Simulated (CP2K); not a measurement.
Consider 2-isocyanothiophene at its PBE geometry (Å).

```xyz
10

C     3.4248    0.6153    0.1163
N     2.2455    0.4672    0.0868
C     0.8906    0.3051    0.0589
C     0.1889   -0.8645   -0.1704
C    -1.2131   -0.6570   -0.1272
C    -1.5517    0.6533    0.1316
S    -0.1709    1.6533    0.3258
H     0.6784   -1.8163   -0.3592
H    -1.9489   -1.4427   -0.2806
H    -2.5436    1.0863    0.2181
```

Method: CP2K XAS_TDP, all-electron GAPW, PBEh(45%), aug-cc-pVDZ, TDA, GW2X-corrected core level, no relativity.

**Question.** Predict the bright core excitations at the C K edge.

Leading lines: C1 288.44 eV, C3 287.84 eV, C4 286.98 eV, C5 287.42 eV and C6 286.85 eV. The leading line of an atom is its first one with 35 % of the strongest within 2.5 eV of its lowest line over the strength cut. Core ionisation energies at this level: C4 292.40, C5 292.41, C6 292.56, C1 294.62 and C3 293.52 eV.

The first six lines of each atom with a strength over 0.0015:

```
                     atom  energy (eV)  states  strength, one atom  above the computed threshold
         C1 (bonded to N)       288.44       1              0.0626                              
                                288.47       1              0.0706                              
                                293.12       1              0.0042                              
                                294.16       1              0.0016                              
                                294.39       1              0.0048                              
                                295.57       1              0.0040                           yes
C3 (bonded to C, N and S)       287.84       1              0.0436                              
                                289.94       1              0.0311                              
                                291.53       1              0.0028                              
                                291.96       1              0.0016                              
                                292.36       1              0.0108                              
                                292.58       1              0.0065                              
 C4 (bonded to 2 C and H)       286.98       1              0.0436                              
                                289.69       1              0.0094                              
                                290.24       1              0.0091                              
                                290.59       1              0.0023                              
                                291.08       1              0.0083                              
                                291.37       1              0.0037                              
 C5 (bonded to 2 C and H)       287.42       1              0.0423                              
                                289.13       1              0.0127                              
                                290.23       1              0.0108                              
                                290.57       1              0.0066                              
                                291.43       1              0.0030                              
                                291.94       2              0.0034                              
C6 (bonded to C, S and H)       286.85       1              0.0483                              
                                289.54       1              0.0300                              
                                290.36       1              0.0140                              
                                290.52       1              0.0022                              
                                290.91       1              0.0058                              
                                291.48       1              0.0039
```

Lines are vertical, at one geometry, with no vibrational structure. GW2X ionisation energies and lines can be off by 1 to 2 eV either way, and a good line position may hide errors that cancel. These values hold no scalar relativity, about 0.1 eV for C 1s. Rydberg lines, and the discretised continuum above threshold, depend on the basis and the box.

[Banner, clock and machine lines of the logs are left out without a mark of their own.]

[Logs are printed without paths, hosts, clocks, repeated set-up lines and the standing remarks that a program may print on its own settings, such as how far it seeks lower states.]

[Hosts, paths, dates, database ids (printed as entryN), source tags and the programs' standing remarks are cut or masked in the printed files.]
